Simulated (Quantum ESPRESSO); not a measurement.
## How cutoff, mesh and threshold together moves the magnetism of MnGe

Aim: see how far moments and order energies of MnGe move with cutoff, mesh and threshold together, and what each rung costs.

Calculated with Quantum ESPRESSO 7.5; LDA; plane waves with GBRV 1.5 LDA potentials, no spin-orbit coupling (settings of the first rung).

Report form: the programs' logs are mostly left out.

## 1. The structure

It takes space group P2_13 (No. 198, cubic). Conventional cell: a = 4.725 Å, b = 4.725 Å, c = 4.725 Å, α = 90.00°, β = 90.00°, γ = 90.00°. Mn has 7 Ge at 2.41 to 2.65 Å nearest. Nearest to Ge lie 7 Mn at 2.41 to 2.65 Å. Farther neighbours are not listed.

The cell comes from Materials Project 2023-11-01, a database of computed structures, and need not be the stable phase.

## 2. Rung 1, start ferro ++++

pw.in reads:

```
&CONTROL
  calculation = 'scf'
  prefix = 'pwscf'
  outdir = './tmp'
  pseudo_dir = './pseudo'
  disk_io = 'nowf'
/
&SYSTEM
  ibrav = 0
  celldm(1) = 8
  nat = 8
  ntyp = 2
  ecutwfc = 22
  ecutrho = 154
  nbnd = 79
  occupations = 'smearing'
  smearing = 'fd'
  degauss = 0.00999582
  nspin = 2
  starting_magnetization(1) = 0.2333
  starting_magnetization(2) = 0
/
&ELECTRONS
  conv_thr = 8d-06
  electron_maxstep = 150
  mixing_beta = 0.3
/
ATOMIC_SPECIES
Mn     54.9380 mn_lda_v1.5.uspp.F.UPF
Ge     72.6300 ge_lda_v1.4.uspp.F.UPF
CELL_PARAMETERS alat
   1.1161202151773    0.0000000000000    0.0000000000000
   0.0000000000000    1.1161202151773    0.0000000000000
   0.0000000000000    0.0000000000000    1.1161202151773
ATOMIC_POSITIONS crystal
Mn      0.6371118200    0.1371118200    0.3628881800
Mn      0.1371118200    0.3628881800    0.6371118200
Mn      0.3628881800    0.6371118200    0.1371118200
Mn      0.8628881800    0.8628881800    0.8628881800
Ge      0.3423633700    0.8423633700    0.6576366300
Ge      0.8423633700    0.6576366300    0.3423633700
Ge      0.6576366300    0.3423633700    0.8423633700
Ge      0.1576366300    0.1576366300    0.1576366300
K_POINTS automatic
4 4 4 0 0 0
```

Run with:

```console
OMP_NUM_THREADS=1 mpirun -n 2 pw.x -nk 2 -in pw.in > pw.out
```

The job ended after 42 s (2 MPI ranks of Arm Neoverse N1, shared host; peak memory 0.22 GiB; 85 s of CPU time).

Spin moment in the atom's sphere by atom:

| atom | spin moment in the atom's sphere (μB) |
| --- | --- |
| Mn1 | 1.95 |
| Mn2 | 1.95 |
| Mn3 | 1.95 |
| Mn4 | 1.95 |
| Ge5 | -0.08 |
| Ge6 | -0.08 |
| Ge7 | -0.08 |
| Ge8 | -0.08 |

Numbers from this step:

| Quantity | Value |
| --- | --- |
| magnetization | 7.532 μB |
| final state | ferromagnetic |

## 3. Rung 1, start antiferro ++--

pw.in: that of step 2 with these lines changed.

```diff
@@ -11,6 +11,6 @@
   nat = 8
-  ntyp = 2
+  ntyp = 3
   ecutwfc = 22
   ecutrho = 154
-  nbnd = 79
+  nbnd = 72
   occupations = 'smearing'
@@ -20,3 +20,4 @@
   starting_magnetization(1) = 0.2333
-  starting_magnetization(2) = 0
+  starting_magnetization(2) = -0.2333
+  starting_magnetization(3) = 0
 /
@@ -28,3 +29,4 @@
 ATOMIC_SPECIES
-Mn     54.9380 mn_lda_v1.5.uspp.F.UPF
+Mn1    54.9380 mn_lda_v1.5.uspp.F.UPF
+Mn2    54.9380 mn_lda_v1.5.uspp.F.UPF
 Ge     72.6300 ge_lda_v1.4.uspp.F.UPF
@@ -35,6 +37,6 @@
 ATOMIC_POSITIONS crystal
-Mn      0.6371118200    0.1371118200    0.3628881800
-Mn      0.1371118200    0.3628881800    0.6371118200
-Mn      0.3628881800    0.6371118200    0.1371118200
-Mn      0.8628881800    0.8628881800    0.8628881800
+Mn1     0.6371118200    0.1371118200    0.3628881800
+Mn1     0.1371118200    0.3628881800    0.6371118200
+Mn2     0.3628881800    0.6371118200    0.1371118200
+Mn2     0.8628881800    0.8628881800    0.8628881800
 Ge      0.3423633700    0.8423633700    0.6576366300
```

Elapsed: 1.9 min, on 2 MPI ranks; peak memory 0.28 GiB; 3.8 min of CPU time.

Spin moment in the atom's sphere by atom:

| atom | spin moment in the atom's sphere (μB) |
| --- | --- |
| Mn1 | 1.53 |
| Mn2 | 1.53 |
| Mn3 | -1.53 |
| Mn4 | -1.53 |
| Ge5 | 0.00 |
| Ge6 | 0.00 |
| Ge7 | 0.00 |
| Ge8 | 0.00 |

Read from the output:

```yaml
magnetization: 0 μB
final_state: antiferromagnetic
```

## 4. Rung 2, start ferro ++++

pw.in reads:

```
&CONTROL
  calculation = 'scf'
  prefix = 'pwscf'
  outdir = './tmp'
  pseudo_dir = './pseudo'
  disk_io = 'nowf'
/
&SYSTEM
  ibrav = 0
  celldm(1) = 8
  nat = 8
  ntyp = 2
  ecutwfc = 30
  ecutrho = 210
  nbnd = 79
  occupations = 'smearing'
  smearing = 'fd'
  degauss = 0.00999582
  nspin = 2
  starting_magnetization(1) = 0.2333
  starting_magnetization(2) = 0
/
&ELECTRONS
  conv_thr = 8d-07
  electron_maxstep = 150
  mixing_beta = 0.3
/
ATOMIC_SPECIES
Mn     54.9380 mn_lda_v1.5.uspp.F.UPF
Ge     72.6300 ge_lda_v1.4.uspp.F.UPF
CELL_PARAMETERS alat
   1.1161202151773    0.0000000000000    0.0000000000000
   0.0000000000000    1.1161202151773    0.0000000000000
   0.0000000000000    0.0000000000000    1.1161202151773
ATOMIC_POSITIONS crystal
Mn      0.6371118200    0.1371118200    0.3628881800
Mn      0.1371118200    0.3628881800    0.6371118200
Mn      0.3628881800    0.6371118200    0.1371118200
Mn      0.8628881800    0.8628881800    0.8628881800
Ge      0.3423633700    0.8423633700    0.6576366300
Ge      0.8423633700    0.6576366300    0.3423633700
Ge      0.6576366300    0.3423633700    0.8423633700
Ge      0.1576366300    0.1576366300    0.1576366300
K_POINTS automatic
4 4 4 0 0 0
```

Elapsed: 58 s, on 2 MPI ranks; peak memory 0.31 GiB; 1.9 min of CPU time.

This step gave:

```yaml
magnetization: 6.412 μB
final_state: ferromagnetic
largest_moment: 1.653 μB
```

## 5. Rung 2, start antiferro ++--

pw.in: that of step 4 with these lines changed.

```diff
@@ -11,6 +11,6 @@
   nat = 8
-  ntyp = 2
+  ntyp = 3
   ecutwfc = 30
   ecutrho = 210
-  nbnd = 79
+  nbnd = 72
   occupations = 'smearing'
@@ -20,3 +20,4 @@
   starting_magnetization(1) = 0.2333
-  starting_magnetization(2) = 0
+  starting_magnetization(2) = -0.2333
+  starting_magnetization(3) = 0
 /
@@ -28,3 +29,4 @@
 ATOMIC_SPECIES
-Mn     54.9380 mn_lda_v1.5.uspp.F.UPF
+Mn1    54.9380 mn_lda_v1.5.uspp.F.UPF
+Mn2    54.9380 mn_lda_v1.5.uspp.F.UPF
 Ge     72.6300 ge_lda_v1.4.uspp.F.UPF
@@ -35,6 +37,6 @@
 ATOMIC_POSITIONS crystal
-Mn      0.6371118200    0.1371118200    0.3628881800
-Mn      0.1371118200    0.3628881800    0.6371118200
-Mn      0.3628881800    0.6371118200    0.1371118200
-Mn      0.8628881800    0.8628881800    0.8628881800
+Mn1     0.6371118200    0.1371118200    0.3628881800
+Mn1     0.1371118200    0.3628881800    0.6371118200
+Mn2     0.3628881800    0.6371118200    0.1371118200
+Mn2     0.8628881800    0.8628881800    0.8628881800
 Ge      0.3423633700    0.8423633700    0.6576366300
```

It took 3 min on 2 MPI ranks; peak memory 0.39 GiB.

This step gave:

| Item | Value |
| --- | --- |
| magnetization | 0 μB |
| final state | antiferromagnetic |
| largest moment | 1.118 μB |

## 6. Rung 3, start ferro ++++

pw.in reads:

```
&CONTROL
  calculation = 'scf'
  prefix = 'pwscf'
  outdir = './tmp'
  pseudo_dir = './pseudo'
  disk_io = 'nowf'
/
&SYSTEM
  ibrav = 0
  celldm(1) = 8
  nat = 8
  ntyp = 2
  ecutwfc = 40
  ecutrho = 280
  nbnd = 79
  occupations = 'smearing'
  smearing = 'fd'
  degauss = 0.00999582
  nspin = 2
  starting_magnetization(1) = 0.2333
  starting_magnetization(2) = 0
/
&ELECTRONS
  conv_thr = 1.6d-08
  electron_maxstep = 150
  mixing_beta = 0.3
/
ATOMIC_SPECIES
Mn     54.9380 mn_lda_v1.5.uspp.F.UPF
Ge     72.6300 ge_lda_v1.4.uspp.F.UPF
CELL_PARAMETERS alat
   1.1161202151773    0.0000000000000    0.0000000000000
   0.0000000000000    1.1161202151773    0.0000000000000
   0.0000000000000    0.0000000000000    1.1161202151773
ATOMIC_POSITIONS crystal
Mn      0.6371118200    0.1371118200    0.3628881800
Mn      0.1371118200    0.3628881800    0.6371118200
Mn      0.3628881800    0.6371118200    0.1371118200
Mn      0.8628881800    0.8628881800    0.8628881800
Ge      0.3423633700    0.8423633700    0.6576366300
Ge      0.8423633700    0.6576366300    0.3423633700
Ge      0.6576366300    0.3423633700    0.8423633700
Ge      0.1576366300    0.1576366300    0.1576366300
K_POINTS automatic
6 6 6 0 0 0
```

The job ended after 4.5 min (2 MPI ranks; peak memory 0.53 GiB).

Numbers from this step:

| Quantity | Value |
| --- | --- |
| magnetization | 6.303 μB |
| final state | ferromagnetic |
| largest moment | 1.624 μB |

## 7. Rung 3, start antiferro ++--

pw.in: that of step 6 with these lines changed.

```diff
@@ -11,6 +11,6 @@
   nat = 8
-  ntyp = 2
+  ntyp = 3
   ecutwfc = 40
   ecutrho = 280
-  nbnd = 79
+  nbnd = 72
   occupations = 'smearing'
@@ -20,3 +20,4 @@
   starting_magnetization(1) = 0.2333
-  starting_magnetization(2) = 0
+  starting_magnetization(2) = -0.2333
+  starting_magnetization(3) = 0
 /
@@ -28,3 +29,4 @@
 ATOMIC_SPECIES
-Mn     54.9380 mn_lda_v1.5.uspp.F.UPF
+Mn1    54.9380 mn_lda_v1.5.uspp.F.UPF
+Mn2    54.9380 mn_lda_v1.5.uspp.F.UPF
 Ge     72.6300 ge_lda_v1.4.uspp.F.UPF
@@ -35,6 +37,6 @@
 ATOMIC_POSITIONS crystal
-Mn      0.6371118200    0.1371118200    0.3628881800
-Mn      0.1371118200    0.3628881800    0.6371118200
-Mn      0.3628881800    0.6371118200    0.1371118200
-Mn      0.8628881800    0.8628881800    0.8628881800
+Mn1     0.6371118200    0.1371118200    0.3628881800
+Mn1     0.1371118200    0.3628881800    0.6371118200
+Mn2     0.3628881800    0.6371118200    0.1371118200
+Mn2     0.8628881800    0.8628881800    0.8628881800
 Ge      0.3423633700    0.8423633700    0.6576366300
```

Wall time 15 min (2 MPI ranks); peak memory 0.88 GiB.

Read from the output:

- magnetization: 0 μB
- final state: antiferromagnetic
- largest moment: 1.098 μB

## 8. Rung 4, start ferro ++++

pw.in reads:

```
&CONTROL
  calculation = 'scf'
  prefix = 'pwscf'
  outdir = './tmp'
  pseudo_dir = './pseudo'
  disk_io = 'nowf'
/
&SYSTEM
  ibrav = 0
  celldm(1) = 8
  nat = 8
  ntyp = 2
  ecutwfc = 52
  ecutrho = 364
  nbnd = 79
  occupations = 'smearing'
  smearing = 'fd'
  degauss = 0.00999582
  nspin = 2
  starting_magnetization(1) = 0.2333
  starting_magnetization(2) = 0
/
&ELECTRONS
  conv_thr = 8d-10
  electron_maxstep = 150
  mixing_beta = 0.3
/
ATOMIC_SPECIES
Mn     54.9380 mn_lda_v1.5.uspp.F.UPF
Ge     72.6300 ge_lda_v1.4.uspp.F.UPF
CELL_PARAMETERS alat
   1.1161202151773    0.0000000000000    0.0000000000000
   0.0000000000000    1.1161202151773    0.0000000000000
   0.0000000000000    0.0000000000000    1.1161202151773
ATOMIC_POSITIONS crystal
Mn      0.6371118200    0.1371118200    0.3628881800
Mn      0.1371118200    0.3628881800    0.6371118200
Mn      0.3628881800    0.6371118200    0.1371118200
Mn      0.8628881800    0.8628881800    0.8628881800
Ge      0.3423633700    0.8423633700    0.6576366300
Ge      0.8423633700    0.6576366300    0.3423633700
Ge      0.6576366300    0.3423633700    0.8423633700
Ge      0.1576366300    0.1576366300    0.1576366300
K_POINTS automatic
8 8 8 0 0 0
```

Elapsed: 15 min, on 2 MPI ranks; peak memory 0.96 GiB.

This step gave:

```yaml
magnetization: 6.302 μB
final_state: ferromagnetic
largest_moment: 1.623 μB
```

## 9. Rung 4, start antiferro ++--

pw.in: that of step 8 with these lines changed.

```diff
@@ -11,6 +11,6 @@
   nat = 8
-  ntyp = 2
+  ntyp = 3
   ecutwfc = 52
   ecutrho = 364
-  nbnd = 79
+  nbnd = 72
   occupations = 'smearing'
@@ -20,3 +20,4 @@
   starting_magnetization(1) = 0.2333
-  starting_magnetization(2) = 0
+  starting_magnetization(2) = -0.2333
+  starting_magnetization(3) = 0
 /
@@ -28,3 +29,4 @@
 ATOMIC_SPECIES
-Mn     54.9380 mn_lda_v1.5.uspp.F.UPF
+Mn1    54.9380 mn_lda_v1.5.uspp.F.UPF
+Mn2    54.9380 mn_lda_v1.5.uspp.F.UPF
 Ge     72.6300 ge_lda_v1.4.uspp.F.UPF
@@ -35,6 +37,6 @@
 ATOMIC_POSITIONS crystal
-Mn      0.6371118200    0.1371118200    0.3628881800
-Mn      0.1371118200    0.3628881800    0.6371118200
-Mn      0.3628881800    0.6371118200    0.1371118200
-Mn      0.8628881800    0.8628881800    0.8628881800
+Mn1     0.6371118200    0.1371118200    0.3628881800
+Mn1     0.1371118200    0.3628881800    0.6371118200
+Mn2     0.3628881800    0.6371118200    0.1371118200
+Mn2     0.8628881800    0.8628881800    0.8628881800
 Ge      0.3423633700    0.8423633700    0.6576366300
```

Run time: 57 min. Hardware: 2 MPI ranks; peak memory 2.2 GiB.

Read from the output:

| Property | Result |
| --- | --- |
| magnetization | 0 μB |
| final state | antiferromagnetic |
| largest moment | 1.100 μB |

## 10. Side by side

Ladder, by row:

| rung | cutoff (eV) | mesh | state from the first start | state from the second start | second less first (meV a seeded atom) | moment, first (μB) | moment, second (μB) | CPU time (s) |
| --- | --- | --- | --- | --- | --- | --- | --- | --- |
| 1 | 299 | 4x4x4 | ferromagnetic | antiferromagnetic | 95.15 | 1.948 | 1.535 | 313.9 |
| 2 | 408 | 4x4x4 | ferromagnetic | antiferromagnetic | 49.89 | 1.653 | 1.118 | 471.8 |
| 3 | 544 | 6x6x6 | ferromagnetic | antiferromagnetic | 46.97 | 1.624 | 1.098 | 2374 |
| 4 | 707 | 8x8x8 | ferromagnetic | antiferromagnetic | 47.01 | 1.623 | 1.1 | 8620 |

## 11. What came out

| Quantity | Value |
| --- | --- |
| range of the largest moment, first start | 1.62 to 1.95 μB; second start 1.10 to 1.53 μB |
| range of CPU time | 5.2 min to 2.4 h |
| range of the energy difference | 47.0 to 95.2 meV a seeded atom |
| first rung that agrees with the last (margins below) | 3 |

What this shows: From rung 3 on the states are those of the last rung, the moments stay within 0.05 μB of it and the difference within 2.4 meV; rung 3 took 28 % of its CPU time. Energies are free energies at an electronic temperature of 1580 K, which lowers moments and differences where the moments are itinerant.

[Logs and program files are shortened in this print: banners, set-up blocks, solver, clock and traceback lines can be left out without a mark of their own.]

[Logs are printed without paths, hosts, clocks, repeated set-up lines and the standing remarks that a program may print on its own settings, such as how far it seeks lower states.]

[Hosts, paths, dates, database ids (printed as entryN), source tags and the programs' standing remarks are cut or masked in the printed files.]

[Where a cell is said to come from a database of computed structures, the database is the Materials Project.]
